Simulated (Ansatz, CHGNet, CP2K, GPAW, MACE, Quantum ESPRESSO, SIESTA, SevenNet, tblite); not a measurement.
## GPAW runs on liquid methanol at 300 K (108 atoms)

Aim: run liquid methanol at 300 K (108 atoms) in GPAW and see how near its forces come to a plane-wave reference, and at what cost.

Program: GPAW 26.7.0. Level of theory: the method is named at each step. Results are calculated unless marked as measured.

## 1. The starting structure

The cell holds 108 atoms: 18 C, 18 O and 72 H. Cell: a = 10.663 Å, b = 10.663 Å, c = 10.663 Å, α = 90.0°, β = 90.0°, γ = 90.0°. 18 methanol placed at random, at 0.79 g/cm³; overlaps pushed apart, then 10 ps at 450 K with MMFF94 bonds, angles, torsions, charges and radii (Halgren, J. Comput. Chem. 17, 490 (1996)) in harmonic and 12-6 forms. Snapshot after 20 ps at 300 K and fixed volume. Then every atom was moved at random, 0.02 Å r.m.s. a Cartesian component (hydrogen 0.6 of that).

The yardstick, on the same geometry:

- method: Kohn-Sham DFT, PBE, SSSP efficiency 1.3.0 pseudopotentials, plane waves (Quantum ESPRESSO 7.5); sssp-pbe-1.3.0-efficiency, cutoffs 60/480 Ry, Γ point
- r.m.s. force component: 1.163 eV/Å
- longest force: 4.996 eV/Å
- pressure: 2.303 GPa
- gap (highest filled to lowest empty level): 4.192 eV
- time: 95 s on 2 MPI ranks of Arm Neoverse V2, shared host
- CPU time: 3.2 min

## 2. PBE, LCAO dzp, h 0.18 Å

Method: Kohn-Sham DFT, PBE, PAW, atomic orbitals (dzp).

Input file run.py:

```python
import numpy as np
from ase.io import read
from gpaw import GPAW, FermiDirac
from ase.parallel import parprint as print

atoms = read("structure.xyz")
atoms.calc = GPAW(
    mode="lcao",
    basis="dzp",
    h=0.18,
    xc="PBE",
    kpts={"size": (1, 1, 1), "gamma": True},
    occupations=FermiDirac(0.05),
    maxiter=200,
    symmetry={"point_group": False},
    txt="gpaw.txt",
)
energy = atoms.get_potential_energy(force_consistent=True)
forces = atoms.get_forces()
print(f"energy {energy:.6f} eV")
print("forces (eV/A)")
for i, (a, f) in enumerate(zip(atoms, forces)):
    print(f"{i:4d} {a.symbol:2s} {f[0]:10.5f} {f[1]:10.5f} {f[2]:10.5f}")
print(f"Fermi level {atoms.calc.get_fermi_level():.4f} eV")
for k in range(len(atoms.calc.get_ibz_k_points())):
    for s in range(atoms.calc.get_number_of_spins()):
        e = atoms.calc.get_eigenvalues(kpt=k, spin=s)
        n = np.searchsorted(e, atoms.calc.get_fermi_level())
        print(f"k {k} spin {s} levels about the Fermi level:", np.round(e[max(n - 6, 0):n], 4).tolist(), "|", np.round(e[n:n + 6], 4).tolist())
```

Input file structure.xyz:

```xyz
108
Lattice="10.66280 0.00000 0.00000 0.00000 10.66280 0.00000 0.00000 0.00000 10.66280" Properties=species:S:1:pos:R:3 pbc="T T T"
C 3.95718 1.56860 6.14209
O 3.92338 0.26550 6.66222
H 4.98134 1.86450 6.06020
H 3.34577 1.52190 5.23373
H 3.41657 2.16284 6.88806
H 4.08780 10.27905 5.94057
C 2.06059 7.67338 6.45697
O 1.86407 8.17304 5.11079
H 2.85347 6.98691 6.49599
H 2.42237 8.56916 6.94031
H 1.20660 7.30455 6.94351
H 2.76294 8.56447 4.82694
C 5.92958 4.56304 8.26100
O 4.95458 4.84048 7.32161
H 6.92432 4.76808 7.81199
H 5.79683 5.28331 9.11883
H 6.02608 3.48876 8.58846
H 4.23772 5.13702 7.83726
C 2.58157 1.46368 2.12979
O 3.89725 1.92432 2.05376
H 2.53604 0.91871 3.13049
H 1.92965 2.40787 2.19451
H 2.41374 0.80525 1.24893
H 4.46793 1.15499 1.89179
C 8.03751 8.84330 1.20703
O 8.40474 10.15994 1.63002
H 7.00471 8.81675 0.94995
H 8.55530 8.59454 0.26113
H 8.29161 8.15022 2.01698
H 8.09381 10.36541 2.59074
C 5.55745 8.71663 5.57814
O 4.38369 9.06381 4.85904
H 5.80131 7.62593 5.28598
H 6.32144 9.43754 5.32873
H 5.40860 8.70895 6.66286
H 4.70667 8.81152 3.93596
C 9.53681 2.28600 7.03382
O 8.79937 1.18346 7.15666
H 9.39233 2.71112 5.95229
H 9.06285 3.02013 7.73981
H 10.61311 2.22629 7.32577
H 9.12330 0.66973 7.90487
C 4.16276 7.57347 1.66745
O 5.01855 8.53451 2.13427
H 3.78625 7.81871 0.63593
H 4.72575 6.65401 1.60528
H 3.34524 7.42685 2.40990
H 5.33225 9.00761 1.36079
C 5.49283 5.03124 3.68730
O 6.23454 4.67564 4.80210
H 5.04116 5.98620 3.81526
H 6.28210 5.00437 2.86520
H 4.81991 4.17790 3.51105
H 5.62569 4.68374 5.53986
C 1.63855 0.17274 9.09462
O 2.90220 0.71036 9.15881
[... 48 atom lines left out ...]
H 0.16623 10.13808 2.82863
H 1.83070 9.35650 2.44509
H 0.38194 9.31481 1.47562
H 0.60362 8.00499 3.96166
```

Started as:

```sh
> OMP_NUM_THREADS=1 mpirun -np 2 gpaw python run.py > output.txt
```

The log of the run:

```text
energy -524.536929 eV
forces (eV/A)
   0 C    -1.44338   -0.63107    0.18122
   1 O    -0.07295   -1.21146    1.61926
   2 H     1.36979    1.03801   -0.63422
   3 H     0.10596    0.80689   -0.92075
   4 H    -0.06390    0.89208    0.21874
   5 H    -0.16251   -0.04163   -0.40861
   6 C     0.95881    2.73483   -1.74395
   7 O    -0.25294   -0.47604   -0.60454
   8 H     1.71806   -1.98577    0.03824
   9 H     0.26382    0.74736    1.48609
  10 H    -2.16456   -0.77565    0.59551
  11 H    -0.78854   -0.51122    0.60637
  12 C     1.82341    0.23482    1.00473
  13 O     1.34599   -0.81655   -2.91839
  14 H     0.29832    0.24111   -0.04007
  15 H     0.32738   -0.60972    0.12466
  16 H    -0.54358    0.14348    0.17297
  17 H    -3.27101    0.66073    1.44297
  18 C    -0.22507    0.24444    1.30757
  19 O     1.38035    1.71647   -0.02546
  20 H    -0.90747   -0.08425   -0.68549
  21 H     0.21822   -1.10548   -0.30282
  22 H    -0.85154   -0.04667    0.11340
  23 H     0.47887   -0.54549   -0.45052
[...]
100 H     1.34332   -1.97984    1.79156
 101 H     0.60051   -0.52597   -0.26258
 102 C     0.13303    1.10422    1.37949
 103 O     0.20970   -0.95796    0.77903
 104 H     0.58576    0.37037    0.74659
 105 H    -0.29893   -0.15499    0.39532
 106 H    -0.57057   -0.43342   -2.89034
 107 H    -0.04922    0.07903   -0.63799
Fermi level -0.7011 eV
k 0 spin 0 levels about the Fermi level: [-2.5292, -2.4739, -2.2782, -2.2502, -2.2003, -1.9029] | [2.5813, 3.2286, 3.2834, 3.5174, 3.7102, 3.8217]
```

gpaw.txt:

```text
Input parameters:
  mode=LCAO(),
  basis={'default': 'dzp'},
  h=0.18,
  kpts=MonkhorstPack(size=(1, 1, 1), gamma=True),
  maxiter=200,
  occupations=Occupations(name='fermi-dirac', width=0.05, fixmagmom=False),
  symmetry=Symmetry(point_group=False),
  xc=XC(name='PBE')
Unit cell  # Å
| periodic |         x |         y |         z |   lengths |    angles |
|----------|-----------|-----------|-----------|-----------|-----------|
|      yes | 10.662800 |  0.000000 |  0.000000 | 10.662800 | 90.000000 |
|      yes |  0.000000 | 10.662800 |  0.000000 | 10.662800 | 90.000000 |
|      yes |  0.000000 |  0.000000 | 10.662800 | 10.662800 | 90.000000 |
Number of symmetries: 1
Symmetry operations  # r_c * U_cc + t_c -> r_c
|   | kind |            matrix            |
|---|------|------------------------------|
| 0 |  E   |  1, 0, 0,  0, 1, 0,  0, 0, 1 |
BZ-sampling:
  Number of BZ points: 1
  Number of IBZ points: 1
  Monkhorst-Pack size: [1, 1, 1]
  Monkhorst-Pack shift: [0, 0, 0]
[... lines left out ...]
      Number of spherical harmonics: 5
        l=0, rc=6.4219 Bohr: 1s-sz confined orbital
        l=0, rc=3.6094 Bohr: 1s-dz split-valence wave
        l=1, rc=6.4219 Bohr: p-type Gaussian polarization
      Number of RI-basis functions 0
Reference energy: -56131.939180  # eV
eigensolver:
density mixing:
  MSR1-Mixer
occupation numbers:
  Fermi-Dirac:
    width: 0.0500  # eV
FastPoissonSolver using
    Stencil: 6*3+1=19 point O(h^6) finite-difference Laplacian
xc functional:
  name: PBE with 2 nearest neighbor stencil
interpolation: tri-quintic # 5. degree polynomial
Initialization done in: 3.407 s
convergence criteria:
- Maximum [total energy] change in last 3 cyles: 0.0005 eV / valence electron
- Maximum integral of absolute [dens]ity change: 0.0001 electrons / valence electron
- Maximum integral of absolute [eigenst]ate change: 4e-08 eV^2 / valence electron
maximum number of iterations: 200
SCF iterations
|iter     |      energy | eigst |  dens |
|---------|-------------|-------|-------|
|iter:   1| -546.530151 |      c|       |
|iter:   2| -542.633051 |      c| -0.75 |
|iter:   3| -524.848817 |      c| -0.79 |
|iter:   4| -524.558181 |      c| -1.43 |
|iter:   5| -524.536786 |      c| -1.99 |
|iter:   6| -524.536999c|      c| -2.70 |
|iter:   7| -524.536918c|      c| -3.15 |
|iter:   8| -524.536930c|      c| -3.54 |
|iter:   9| -524.536929c|      c| -4.28c|
Converged in 9 steps
SCF loop duration: 20.163 s (2.240 s/step)
Energy contributions relative to reference atoms: (reference = -56131.939180)
Energy contributions:
  Kinetic:         488.632178
  Coulomb:        -521.068918
  Zero:              4.465984
  External:          0.000000
  Xc:             -496.566172
  Entropy:          -0.000000
  Spinorbit:         0.000000
  ----------------------------
  Free energy:    -524.536929
  Extrapolated:   -524.536929
dipole moment: (-28.146790, -66.521056, 25.199688)  # |e|*Ang
Fermi level: -0.701
Eigenvalues  # (at kpt = [0.000, 0.000, 0.000])
| band index |      eig [eV] | occ [0-2] |
|------------|---------------|-----------|
|          0 |       -23.517 |     2.000 |
|        ... |               |           |
|        118 |        -2.576 |     2.000 |
|        119 |        -2.564 |     2.000 |
[...]
|        133 |         4.025 |     0.000 |
|        ... |               |           |
|        155 |         6.343 |     0.000 |
Gap: 4.484 eV
Transition (v -> c):
  (s=0, k=0, n=125, [0.00, 0.00, 0.00]) -> (s=0, k=0, n=126, [0.00, 0.00, 0.00])
No difference between direct/indirect transitions
Force computation time: 3.876  # s
```

The job ended after 29 s (2 MPI ranks of Arm Neoverse V2, shared host; peak memory 1.2 GiB).

Banners, paths, timers and routine set-up lines are dropped from the logs unmarked, and long logs keep their key lines alone; longer cuts are marked.

Numbers from this run, and their distance from the reference:

```
r.m.s. force component                           : 1.315 eV/Å
r.m.s. difference of force components            : 355 meV/Å
longest difference of force vectors              : 959.7 meV/Å
force difference over r.m.s. force               : 30.53 %
slope of forces against the reference's          : 1.093
correlation of force components                  : 0.9663
gap (highest filled to lowest empty level) : 4.484 eV
gap difference                                   : 0.2923 eV
```

This run lies far from the reference in forces at the same functional.

Length of the force difference by element (eV/Å):

```csv
element,atoms,mean,most
C,18,0.40,0.68
H,72,0.60,0.96
O,18,0.76,0.94
```

Levels nearest the highest filled one (eV from it): -0.63, -0.57, -0.38, -0.35, -0.30, 0.00, 4.48, 5.13, 5.19, 5.42, 5.61, 5.72.

The surroundings of O74, which bears the longest force, nearest first, numbered as they follow in the input and with coordinates relative to it.

```csv
atom,x,y,z,distance (Å),bonds,Fx,Fy,Fz (eV/Å)
O74,0.00,0.00,0.00,0.00,2,4.72,-1.53,3.00
H78,-0.83,0.14,-0.37,0.92,1,-3.94,0.84,-2.17
C73,1.04,0.33,-0.95,1.45,4,-1.93,2.90,4.38
H75,0.64,0.25,-1.85,1.97,1,-1.53,-1.08,-5.24
H77,1.89,-0.20,-0.72,2.04,1,2.59,-1.66,0.32
H76,1.24,1.43,-0.86,2.08,1,0.49,0.11,0.20
H24,-0.52,1.05,2.02,2.34,1,0.48,-0.55,-0.45
H48,0.35,-1.76,1.49,2.34,1,0.45,1.33,-0.91
O56,-2.08,0.60,-1.37,2.57,2,2.32,1.09,-0.29
```

Atoms are counted from 1 here, from 0 in the log.

Forces lie 31 % from the reference's, at 0.31 times its CPU time.

## 3. Results

| Item | Value |
| --- | --- |
| force difference from the reference | GPAW PBE, LCAO dzp, h 0.18 Å, 31 % |
| its CPU time | 59 s |

The PBE run in local orbitals differs by 31 % (GPAW PBE, LCAO dzp, h 0.18 Å); basis, grid and potentials can all enter. One electronic-structure run takes under half the reference's CPU time: GPAW PBE, LCAO dzp, h 0.18 Å, at 31 % in 59 s against 3.2 min. At the same functional, the gap of GPAW PBE, LCAO dzp, h 0.18 Å lies 0.29 eV above the reference's 4.19 eV. With short bonds to hydrogen, sets of potentials differ among themselves by several per cent in forces even at converged cutoffs, so the reference isn't exact here either. The network of contacts between molecules at the start is that of the classical potential that made the cell, and needn't be the one that DFT or experiment would give. The reference's PBE has no dispersion term, which matters for the binding between molecules or layers. The electronic-structure runs sample only Γ, in a cell whose shortest periodic width is 11 Å.

[Also dropped from logs without a mark: logging warnings of Python, and SIESTA's first energy breakdown and zero terms.]

[Logs are printed without paths, hosts, clocks, repeated set-up lines and the standing remarks that a program may print on its own settings, such as how far it seeks lower states.]

[Hosts, paths, dates, database ids (printed as entryN), source tags and the programs' standing remarks are cut or masked in the printed files.]

[The MMFF94 radii named for the starting cell were scaled by 0.96; in molecules described by MMFF94, hydrogen bound to N, O or S took a small fixed 12-6 site in their place.]
